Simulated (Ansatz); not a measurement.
## KSrCl3 (model cell, started as cubic perovskite with Sr in the octahedra): phonons and vibrational spectra

Aim: the vibrations of KSrCl3 (model cell, started as cubic perovskite with Sr in the octahedra), their spectra, and whether the structure is stable.

Calculated with Ansatz 0.2.0; DFT PBEsol, scalar-relativistic, plane waves, PAW; PAW set soft_1.

The structure was built from a prototype and need not be the compound's stable phase.

**1. Set-up**

Symmetry: Pm-3m, No. 221, cubic system. Conventional cell: a = 5.860 Å, b = 5.860 Å, c = 5.860 Å, α = 90.00°, β = 90.00°, γ = 90.00°. Nearest to K lie 12 Cl at 4.14 Å. Sr has 6 Cl at 2.93 Å nearest. Cl has 2 Sr at 2.93 Å nearest. Farther neighbours and most contacts between anions are not listed.

**2. Relaxation**

The cell and atoms are relaxed, since residual forces and stress would shift the frequencies.

Input file input.yaml:

```yaml
crystal:
  lattice:
    - [5.8604, 0.0, 0.0]
    - [0.0, 5.8604, 0.0]
    - [0.0, 0.0, 5.8604]
  atoms:
    - { symbol: K, position: [0.0, 0.0, 0.0] }
    - { symbol: Sr, position: [0.5, 0.5, 0.5] }
    - { symbol: Cl, position: [0.5, 0.5, 0.0] }
    - { symbol: Cl, position: [0.5, 0.0, 0.5] }
    - { symbol: Cl, position: [0.0, 0.5, 0.5] }
kpoints:
  mp_grid: { grid: [4, 4, 4] }
hamiltonian:
  xc: pbesol
  pseudopotentials: { kind: paw, azcp: { folder: soft_1 }, xc_functional: pbe }
scf:
  occupations: { method: gaussian, width: 0.02 }
output:
  forces: true
  stress: true
  eigenvalues: true
relax:
  adjacent_minimum: "off"
  f_tol: 0.005
  max_steps: 80
  cell: { stress_tol: 0.05 }
```

Run with:

```
$ ansatz run input.yaml --threads 4 --pin off --max-ram 16384MiB --backend cpu --events-out ev --progress --plain --runs-dir out
```

Numbers of over 12 decimals in the logs are rounded to 6 here.

Log:

```text
Engine: ansatz 0.2.0, aarch64-unknown-linux-gnu
Pseudopotentials: kind: paw
Pseudopotential: K, paw, valence charge 9, recommended cutoff 420 eV (normal), soft_1/K.paw.azcp
Pseudopotential: Sr, paw, valence charge 10, recommended cutoff 420 eV (normal), soft_1/Sr.paw.azcp
Pseudopotential: Cl, paw, valence charge 7, recommended cutoff 420 eV (normal), soft_1/Cl.paw.azcp
Functional definition: PBEsol
  exchange = pbesol_x
  correlation = pbesol_c
Crystal: 5 atoms, lattice volume = 201.271 Å³
Basis set: ecut = 420 eV, 3887 PW (Γ), exchange–correlation on 80×80×80 points (8 copies of the dense FFT grid, shifted against one another)
Bands: 25, of which v1, the nominal top of the filled ones, is band 20 counted from 1 (19 counted from 0)
Symmetry: 48 space group operations
Space group: Pm-3m (ITA 221), of the structure as read, at distance tolerance 5.9e-5 Å
k-points: 10 of 64
Non-local potential: K, projectors of the file, l = 0: 3, l = 1: 2, l = 2: 2
Non-local potential: Sr, projectors of the file, l = 0: 3, l = 1: 2, l = 2: 2
Non-local potential: Cl, projectors of the file, l = 0: 2, l = 1: 2, l = 2: 1
PAW form: soft (Blöchl's): semilocal exchange-correlation on the pseudo side does not see the compensation charge
PAW frozen core: K, regenerated for the run's functional, and the local potential with it (the file was generated under x = pbe(κ = 0.804, μ = 0.219515), c = pbe(β = 0.066725))
PAW frozen core: Sr, regenerated for the run's functional, and the local potential with it (the file was generated under x = pbe(κ = 0.804, μ = 0.219515), c = pbe(β = 0.066725))
PAW frozen core: Cl, regenerated for the run's functional, and the local potential with it (the file was generated under x = pbe(κ = 0.804, μ = 0.219515), c = pbe(β = 0.066725))
PAW one-centre angular grid: K, 110 points (default); XC on 64 Gauss nodes
PAW one-centre angular grid: Sr, 110 points (default); XC on 64 Gauss nodes
PAW one-centre angular grid: Cl, 110 points (default); XC on 64 Gauss nodes
Initial density: superposition of atomic densities (chi_scale 0.1, normalization cell, long waves kept (reshape's long-wave potential 0.02 eV rms))
Initial wavefunctions: pseudopotential atomic-orbital guess
Functional: x = pbesol(κ = 0.804, μ = 0.123457), c = pbesol(β = 0.046)
SCF iter   1: F=—  HF=-8203.356504 eV  |F-HF|=—  |Δ(HF+E_count)|=         —  Δρ=3.70e-2  dr2=4.91e0  ethr=3.10e-3  ⟨swp⟩=13.0  Hψ=1834  notcnv=0
preconditioner: auto → Resta (q_TF=auto, 2.084 Å⁻¹)  ε∞=3.2  [insulator: Δε(μ)=3.038 eV  Ē_g=8.594 eV  σ=0.020 eV  W_gap=1.00  n_scr=26 (ndim 8)  ℏωp=12.8 eV  f_vac=0.017  D(μ)=0.00/eV (n_scr^D=0)  ε∞_Penn≈3.2]
SCF iter   2: F=—  HF=-8201.647288 eV  |F-HF|=—  |Δ(HF+E_count)|=    1.71e0  Δρ=1.30e-2  dr2=7.97e-1  ethr=3.10e-3  ⟨swp⟩=4.5  Hψ=665  notcnv=0  defer=10
SCF iter   3: F=—  HF=-8201.349205 eV  |F-HF|=—  |Δ(HF+E_count)|=   2.98e-1  Δρ=4.92e-3  dr2=8.78e-2  ethr=1.99e-3  ⟨swp⟩=4.4  Hψ=527  notcnv=0  defer=10
SCF iter   4: F=—  HF=-8201.351745 eV  |F-HF|=—  |Δ(HF+E_count)|=   2.54e-3  Δρ=1.12e-3  dr2=4.58e-3  ethr=2.20e-4  ⟨swp⟩=5.0  Hψ=567  notcnv=0  defer=10
SCF iter   5: F=—  HF=-8201.355694 eV  |F-HF|=—  |Δ(HF+E_count)|=   3.95e-3  Δρ=3.20e-4  dr2=2.87e-4  ethr=1.15e-5  ⟨swp⟩=3.5  Hψ=519  notcnv=0  defer=10
SCF iter   6: F=—  HF=-8201.356493 eV  |F-HF|=—  |Δ(HF+E_count)|=   7.99e-4  Δρ=6.17e-5  dr2=1.83e-5  ethr=7.18e-7  ⟨swp⟩=2.1  Hψ=424  notcnv=0  defer=10
SCF iter   7: F=—  HF=-8201.356643 eV  |F-HF|=—  |Δ(HF+E_count)|=   1.49e-4  Δρ=1.87e-5  dr2=2.75e-6  ethr=4.57e-8  ⟨swp⟩=2.0  Hψ=393  notcnv=0  defer=10
SCF iter   8: F=-8201.356647 eV  HF=-8201.356647 eV  |F-HF|=7.66e-8  |Δ(HF+E_count)|=   4.00e-6  Δρ=3.95e-6  dr2=5.57e-8  ethr=2.50e-10  ⟨swp⟩=16.6  Hψ=1938  notcnv=0
SCF 1 converged in 8 iterations: F = -8201.356647 eV  dr2 = 5.57e-8
  greatest PAW one-centre occupation: 0.986 electrons in one spin orbital (limit 2), on the Sr atom at site 1 (counted from 0), in its partial waves of l = 0
relax step   1: F+E_penalty+E_count = -8201.35664663 eV  Δ(F+E_penalty+E_count) = +0.000e0 eV  max|allowed force component| = 8.336e-30 eV/Å  Δτ_max = 0.0000 Å  P = -2.340 GPa  Ω = 201.271 Å³  (8 SCF iters, dr2 threshold 1.00e-7 eV, accepted)
Crystal: 5 atoms, lattice volume = 188.979 Å³
Basis set: ecut = 420 eV, 3743 PW (Γ), exchange–correlation on 80×80×80 points (8 copies of the dense FFT grid, shifted against one another)
Initial density: handed on by an earlier stage of this run
Initial wavefunctions: those handed on with the density
iter 1 solved again at ethr=5.85e-5 eV; its pass at ethr=3.10e-3 eV (dr2=2.34e-2 eV) is discarded
SCF iter   1: F=—  HF=-8201.518246 eV  |F-HF|=—  |Δ(HF+E_count)|=         —  Δρ=2.20e-3  dr2=2.50e-2  ethr=5.85e-5  ⟨swp⟩=2.5  Hψ=1730  notcnv=0
preconditioner: auto → Resta (q_TF=auto, 2.106 Å⁻¹)  ε∞=2.4  [insulator: Δε(μ)=4.236 eV  Ē_g=13.489 eV  σ=0.020 eV  W_gap=1.00  n_scr=26 (ndim 8)  ℏωp=16.2 eV  f_vac=0.152  D(μ)=0.00/eV (n_scr^D=0)  ε∞_Penn≈2.4]
SCF iter   2: F=—  HF=-8201.509145 eV  |F-HF|=—  |Δ(HF+E_count)|=   9.10e-3  Δρ=1.03e-3  dr2=5.44e-3  ethr=5.85e-5  ⟨swp⟩=3.7  Hψ=443  notcnv=0
SCF iter   3: F=—  HF=-8201.507081 eV  |F-HF|=—  |Δ(HF+E_count)|=   2.06e-3  Δρ=3.55e-4  dr2=3.65e-4  ethr=1.36e-5  ⟨swp⟩=3.6  Hψ=521  notcnv=0
SCF iter   4: F=—  HF=-8201.507208 eV  |F-HF|=—  |Δ(HF+E_count)|=   1.28e-4  Δρ=7.90e-5  dr2=2.10e-5  ethr=9.13e-7  ⟨swp⟩=2.1  Hψ=436  notcnv=0
SCF iter   5: F=—  HF=-8201.507229 eV  |F-HF|=—  |Δ(HF+E_count)|=   2.10e-5  Δρ=2.36e-5  dr2=1.53e-6  ethr=5.25e-8  ⟨swp⟩=3.0  Hψ=454  notcnv=0
SCF iter   6: F=-8201.507233 eV  HF=-8201.507233 eV  |F-HF|=1.23e-7  |Δ(HF+E_count)|=   3.91e-6  Δρ=4.40e-6  dr2=6.74e-8  ethr=1.25e-9  ⟨swp⟩=9.0  Hψ=1352  notcnv=0
SCF 2 converged in 6 iterations: F = -8201.507233 eV  dr2 = 6.74e-8
relax step   2: F+E_penalty+E_count = -8201.50723337 eV  Δ(F+E_penalty+E_count) = -1.506e-1 eV  max|allowed force component| = 1.841e-29 eV/Å  Δτ_max = 0.0000 Å  P = -1.527 GPa  Ω = 188.979 Å³  energy of the carried Pulay correction = +1.728e-4 eV  (6 SCF iters, dr2 threshold 5.00e-7 eV, accepted)
Crystal: 5 atoms, lattice volume = 169.578 Å³
Basis set: ecut = 420 eV, 3287 PW (Γ), exchange–correlation on 80×80×80 points (8 copies of the dense FFT grid, shifted against one another)
iter 1 solved again at ethr=1.51e-4 eV; its pass at ethr=3.10e-3 eV (dr2=6.03e-2 eV) is discarded
SCF iter   1: F=—  HF=-8201.605554 eV  |F-HF|=—  |Δ(HF+E_count)|=         —  Δρ=3.91e-3  dr2=6.81e-2  ethr=1.51e-4  ⟨swp⟩=2.3  Hψ=1701  notcnv=0
preconditioner: auto → Resta (q_TF=auto, 2.145 Å⁻¹)  ε∞=2.6  [insulator: Δε(μ)=4.384 eV  Ē_g=13.678 eV  σ=0.020 eV  W_gap=1.00  n_scr=26 (ndim 8)  ℏωp=17.1 eV  f_vac=0.091  D(μ)=0.00/eV (n_scr^D=0)  ε∞_Penn≈2.6]
SCF iter   2: F=—  HF=-8201.580551 eV  |F-HF|=—  |Δ(HF+E_count)|=   2.50e-2  Δρ=1.91e-3  dr2=1.63e-2  ethr=1.51e-4  ⟨swp⟩=3.7  Hψ=441  notcnv=0
SCF iter   3: F=—  HF=-8201.574448 eV  |F-HF|=—  |Δ(HF+E_count)|=   6.10e-3  Δρ=6.44e-4  dr2=7.88e-4  ethr=4.08e-5  ⟨swp⟩=4.0  Hψ=618  notcnv=0
SCF iter   4: F=—  HF=-8201.574536 eV  |F-HF|=—  |Δ(HF+E_count)|=   8.83e-5  Δρ=1.40e-4  dr2=6.14e-5  ethr=1.97e-6  ⟨swp⟩=2.0  Hψ=475  notcnv=0
SCF iter   5: F=—  HF=-8201.574671 eV  |F-HF|=—  |Δ(HF+E_count)|=   1.35e-4  Δρ=4.37e-5  dr2=4.47e-6  ethr=1.54e-7  ⟨swp⟩=3.0  Hψ=460  notcnv=0
SCF iter   6: F=-8201.574681 eV  HF=-8201.574681 eV  |F-HF|=3.26e-7  |Δ(HF+E_count)|=   9.89e-6  Δρ=8.81e-6  dr2=2.32e-7  ethr=1.25e-9  ⟨swp⟩=10.4  Hψ=1521  notcnv=0
SCF 3 converged in 6 iterations: F = -8201.574681 eV  dr2 = 2.32e-7
  greatest PAW one-centre occupation: 0.987 electrons in one spin orbital (limit 2), on the Sr atom at site 1 (counted from 0), in its partial waves of l = 0
relax step   3: F+E_penalty+E_count = -8201.57468123 eV  Δ(F+E_penalty+E_count) = -6.745e-2 eV  max|allowed force component| = 3.765e-29 eV/Å  Δτ_max = 0.0000 Å  P = +0.643 GPa  Ω = 169.578 Å³  energy of the carried Pulay correction = +4.688e-4 eV  (6 SCF iters, dr2 threshold 5.00e-7 eV, accepted)
[...]
relax step   4: F+E_penalty+E_count = -8201.58337426 eV  Δ(F+E_penalty+E_count) = -8.693e-3 eV  max|allowed force component| = 1.699e-29 eV/Å  Δτ_max = 0.0000 Å  P = -0.093 GPa  Ω = 174.897 Å³  energy of the carried Pulay correction = +3.846e-4 eV  (5 SCF iters, dr2 threshold 5.00e-7 eV, accepted)
[...]
relax step   5: F+E_penalty+E_count = -8201.58359611 eV  Δ(F+E_penalty+E_count) = -2.219e-4 eV  max|allowed force component| = 4.670e-29 eV/Å  Δτ_max = 0.0000 Å  P = +0.001 GPa  Ω = 174.166 Å³  energy of the carried Pulay correction = +3.960e-4 eV  (5 SCF iters, dr2 threshold 2.16e-8 eV, accepted)
Initial wavefunctions: pseudopotential atomic-orbital guess (no wavefunctions were taken with the density)
iter 1 solved again at ethr=2.36e-7 eV; its pass at ethr=3.10e-3 eV (dr2=9.43e-5 eV) is discarded
SCF iter   1: F=—  HF=-8201.583136 eV  |F-HF|=—  |Δ(HF+E_count)|=         —  Δρ=4.69e-5  dr2=4.03e-7  ethr=2.36e-7  ⟨swp⟩=4.4  Hψ=2633  notcnv=0
preconditioner: auto → Resta (q_TF=auto, 2.135 Å⁻¹)  ε∞=2.5  [insulator: Δε(μ)=4.461 eV  Ē_g=13.662 eV  σ=0.020 eV  W_gap=1.00  n_scr=26 (ndim 8)  ℏωp=16.9 eV  f_vac=0.128  D(μ)=0.00/eV (n_scr^D=0)  ε∞_Penn≈2.5]
SCF iter   2: F=—  HF=-8201.583227 eV  |F-HF|=—  |Δ(HF+E_count)|=   9.15e-5  Δρ=2.40e-5  dr2=1.04e-7  ethr=1.01e-9  ⟨swp⟩=2.4  Hψ=481  notcnv=0
SCF iter   3: F=—  HF=-8201.583228 eV  |F-HF|=—  |Δ(HF+E_count)|=   6.21e-7  Δρ=1.65e-6  dr2=2.11e-9  ethr=2.59e-10  ⟨swp⟩=2.0  Hψ=399  notcnv=0
SCF iter   4: F=—  HF=-8201.583228 eV  |F-HF|=—  |Δ(HF+E_count)|=   2.45e-9  Δρ=4.23e-7  dr2=1.75e-10  ethr=5.28e-12  ⟨swp⟩=2.3  Hψ=441  notcnv=0
SCF iter   5: F=-8201.583228 eV  HF=-8201.583228 eV  |F-HF|=5.82e-11  |Δ(HF+E_count)|=  3.31e-10  Δρ=1.21e-7  dr2=3.33e-11  ethr=1.00e-12  ⟨swp⟩=7.3  Hψ=1297  notcnv=0
SCF 6 converged in 5 iterations: F = -8201.583228 eV  dr2 = 3.33e-11
relax step   6: F+E_penalty+E_count = -8201.58322784 eV  Δ(F+E_penalty+E_count) = +3.683e-4 eV  max|allowed force component| = 2.019e-29 eV/Å  Δτ_max = 0.0000 Å  P = +0.001 GPa  Ω = 174.166 Å³  stress off target by 5.12e-4 GPa  SCF on the basis re-selected at this cell (its energy is not comparable with the rows above)  (5 SCF iters)
basis re-selected at this cell: Δ(F+E_penalty+E_count) = +3.683e-4 eV, ΔP = -0.000 GPa vs the last step (what re-selecting the basis moved, of the pressure what is left beyond the Pulay correction that the steps carried, after the strain that the cell walked since its last selection, with what the two solves' SCF thresholds leave and, on support functions, any second-order correction that the steps lacked; it is no m [...]
SCF converged after 5 iterations
Free energy (F): -8201.583228 eV
Harris-Foulkes:  -8201.583228 eV  (|F-HF|=5.82e-11)
Internal energy: -8201.583228 eV  (E = F + TS)
E sigma→0 (E₀):  -8201.583228 eV
Fermi energy:    3.017523 eV
--- Per-component energies (eV) ---
  E_band       = -334.480955
  E_kinetic    = 946.454274
  E_local      = -2315.873867  (includes V_loc(G=0)·N_el)
  E_nonlocal   = 342.979608
  E_hartree    = 721.834062
  E_xc         = -627.667858
  E_vxc        = -668.830882  (∫ρ·V_xc dr)
  E_paw        = -5327.253203  (= ΣΔE_a)
  E_vpaw       = -82.878414  (= ΣTr[D̂ρ^β])
  E_aug_tail   = 0.000304  (compensation charges beyond the density's cutoff)
  E_ewald      = -1942.534077
  E_core_change = 0.477530  (= ΣΔE_core)
  E_smearing   = -0.000000  (= −TS)
  E_closure    = 0.000000  (closes the sum)
  Σ components = -8201.583228   (vs F -8201.583228, Δ=0.00e0)
--- Forces (eV/Å), atoms counted from 1 ---
  atom   1  K     -0.00000000    -0.00000000     0.00000000
  atom   2  Sr    -0.00000000     0.00000000    -0.00000000
  atom   3  Cl    -0.00000000     0.00000000    -0.00000000
  atom   4  Cl     0.00000000    -0.00000000     0.00000000
  atom   5  Cl    -0.00000000     0.00000000     0.00000000
  max |Σ_I F_I| component: 5.13e-29 eV/Å
--- Stress (GPa, compression-positive) ---
        0.000512      -0.000000       0.000000
       -0.000000       0.000512      -0.000000
        0.000000      -0.000000       0.000512
  P = ⅓ Tr σ = 0.0005 GPa (0.005 kbar)
--- Band table (eV; the first three rows and the last of 10) ---
  k-point 0: bands = [... 16 lower, 0.3464, 0.5739, 0.5739, 0.5739, 5.2478, 6.7541, 6.7541, 6.7541, ... 1 higher]
  k-point 1: bands = [... 16 lower, 0.2406, 0.2926, 0.5271, 0.5271, 5.8088, 6.8608, 7.2702, 7.2702, ... 1 higher]
  k-point 2: bands = [... 16 lower, 0.0628, 0.2406, 0.5032, 0.5032, 6.9004, 6.9875, 7.1338, 7.9916, ... 1 higher]
  k-point 9: bands = [... 16 lower, -0.5877, 0.7871, 0.7871, 0.7871, 6.8588, 8.0472, 8.0472, 8.0472, ... 1 higher]
--- Relaxed structure (5 steps of the walk, 5 accepted, 1 SCFs on fresh bases) ---
  F+E_penalty+E_count = -8201.58322784 eV   max|allowed force component| = 2.019e-29 eV/Å   (the final SCF, on the basis selected at the relaxed cell)
  cell:  # Å, volume = 174.1663 Å³
    - [5.584548, 0, 0]
    - [0, 5.584548, 0]
    - [0, 0, 5.584548]
  atoms:
    - { symbol: K, position: [0, 0, 0] }
    - { symbol: Sr, position: [0.500000, 0.500000, 0.500000] }
    - { symbol: Cl, position: [0.500000, 0.500000, 0] }
    - { symbol: Cl, position: [0.500000, 0, 0.500000] }
    - { symbol: Cl, position: [0, 0.500000, 0.500000] }
```

The job ended after 5.9 s (4 threads of Arm Neoverse V1, shared host; peak memory 0.45 GiB; 22 s of CPU time).

Step by step:

| step | energy less that of the first step (eV) | largest force component (eV/Å) | pressure (GPa) | volume (Å³) |
| --- | --- | --- | --- | --- |
| 1 | 0.0000 | 0.0000 | -2.34 | 201.27 |
| 2 | -0.1506 | 0.0000 | -1.53 | 188.98 |
| 3 | -0.2180 | 0.0000 | 0.64 | 169.58 |
| 4 | -0.2267 | 0.0000 | -0.09 | 174.90 |
| 5 | -0.2269 | 0.0000 | 0.00 | 174.17 |
| 6* | -0.2266 | 0.0000 | 0.00 | 174.17 |

Relaxation steps marked * repeat the geometry before them on a plane-wave basis chosen anew for their cell, so energy and pressure can jump there.

Forces are held to the 48 operations that the run works with; a distortion that breaks them can't arise in this run.

| conventional cell, symmetrised | before | after | change |
| --- | --- | --- | --- |
| a (Å) | 5.860 | 5.585 | -4.7 % |
| b (Å) | 5.860 | 5.585 | -4.7 % |
| c (Å) | 5.860 | 5.585 | -4.7 % |
| volume (Å³/atom) | 40.25 | 34.83 | -13.5 % |

The relaxed structure:

```
K Sr Cl
1.0
     5.58455    0.00000    0.00000
     0.00000    5.58455    0.00000
     0.00000    0.00000    5.58455
K Sr Cl
1 1 3
Direct
  0.00000 0.00000 0.00000
  0.50000 0.50000 0.50000
  0.50000 0.50000 0.00000
  0.50000 0.00000 0.50000
  0.00000 0.50000 0.50000
```

This step gave:

```yaml
pressure: 5.12e-4 GPa
gap_on_the_k_mesh: 4.461 eV
volume_per_atom: 34.83 Å³
direct_gap_on_mesh: 4.674 eV
```

In this step the volume went from 40.25 to 34.83 Å³/atom.

**3. Bringing the structure to rest**

The relaxation is repeated from its end on the same settings, as a check that it has come to rest.

Edit input.yaml of step 2 so:

```diff
@@ -2,5 +2,5 @@
   lattice:
-    - [5.8604, 0.0, 0.0]
-    - [0.0, 5.8604, 0.0]
-    - [0.0, 0.0, 5.8604]
+    - [5.5845481721, 0.0, 0.0]
+    - [0.0, 5.5845481721, 0.0]
+    - [0.0, 0.0, 5.5845481721]
   atoms:
@@ -22,2 +22,6 @@
   eigenvalues: true
+  write_density: true
+  write_potential: true
+  elf: true
+  volumetric_format: npy
 relax:
```

Log:

```text
[...]
Crystal: 5 atoms, lattice volume = 174.166 Å³
Basis set: ecut = 420 eV, 3407 PW (Γ), exchange–correlation on 80×80×80 points (8 copies of the dense FFT grid, shifted against one another)
Bands: 25, of which v1, the nominal top of the filled ones, is band 20 counted from 1 (19 counted from 0)
Symmetry: 48 space group operations
[...]
k-points: 10 of 64
[...]
--- Relaxed structure (1 steps of the walk, 1 accepted, 1 SCFs on fresh bases) ---
[...]
cell:  # Å, volume = 174.1663 Å³
    - [5.5845481721, 0.0, 0.0]
    - [0.0, 5.5845481721, 0.0]
    - [0.0, 0.0, 5.5845481721]
  atoms:
    - { symbol: K, position: [0.0, 0.0, 0.0] }
    - { symbol: Sr, position: [0.5, 0.5, 0.5] }
    - { symbol: Cl, position: [0.5, 0.5, 0.0] }
    - { symbol: Cl, position: [0.5, 0.0, 0.5] }
    - { symbol: Cl, position: [0.0, 0.5, 0.5] }
[key lines of the parts left out:]
SCF converged after 5 iterations
Free energy (F): -8201.583228 eV
Fermi energy:    3.017528 eV
P = ⅓ Tr σ = 0.0005 GPa (0.005 kbar)
```

Wall time 2.3 s (4 threads); peak memory 0.43 GiB; 8.3 s of CPU time.

Little changed from the start: no atom moved by 0.005 Å and no cell edge by 0.1 %.

Numbers from this step:

```
pressure : 5.11e-4 GPa
```

In this step the volume went from 34.83 to 34.83 Å³/atom.

**4. Relaxing to small forces for the phonons**

Phonons need a cell at rest on their own settings, so the relaxation is repeated with tight tolerances on forces and stress, using the mesh and the filling of the phonon run that follows.

input.yaml, the sections that differ from step 3:

```yaml
scf:
  occupations: { method: fixed }
output:
  forces: true
  stress: true
  eigenvalues: true
relax:
  adjacent_minimum: "off"
  f_tol: 0.001
  max_steps: 60
  cell: { stress_tol: 0.01 }
# crystal, kpoints, hamiltonian: as in step 3
```

Log:

```text
[...]
Crystal: 5 atoms, lattice volume = 174.166 Å³
Basis set: ecut = 420 eV, 3407 PW (Γ), exchange–correlation on 80×80×80 points (8 copies of the dense FFT grid, shifted against one another)
Bands: 25, of which v1, the nominal top of the filled ones, is band 20 counted from 1 (19 counted from 0)
Symmetry: 48 space group operations
[...]
k-points: 10 of 64
[...]
--- Relaxed structure (1 steps of the walk, 1 accepted, 1 SCFs on fresh bases) ---
[...]
cell:  # Å, volume = 174.1663 Å³
    - [5.5845481721, 0.0, 0.0]
    - [0.0, 5.5845481721, 0.0]
    - [0.0, 0.0, 5.5845481721]
  atoms:
    - { symbol: K, position: [0.0, 0.0, 0.0] }
    - { symbol: Sr, position: [0.5, 0.5, 0.5] }
    - { symbol: Cl, position: [0.5, 0.5, 0.0] }
    - { symbol: Cl, position: [0.5, 0.0, 0.5] }
    - { symbol: Cl, position: [0.0, 0.5, 0.5] }
[key lines of the parts left out:]
SCF converged after 7 iterations
Free energy (F): -8201.583228 eV
Fermi energy:    0.787138 eV
P = ⅓ Tr σ = 0.0005 GPa (0.005 kbar)
```

Elapsed: 2.2 s, on 4 threads; peak memory 0.42 GiB; 8 s of CPU time.

Little changed from the start: no atom moved by 0.005 Å and no cell edge by 0.1 %.

This step gave:

```
pressure : 5.12e-4 GPa
```

The forces vanish by symmetry and the pressure is 0.001 GPa, within the tolerances set. The cell now holds 34.83 Å³/atom.

(Continued in part 2 of 2.)

[Logs are printed without paths, hosts, clocks, repeated set-up lines and the standing remarks that a program may print on its own settings, such as how far it seeks lower states.]

[Hosts, paths, dates, database ids (printed as entryN), source tags and the programs' standing remarks are cut or masked in the printed files.]
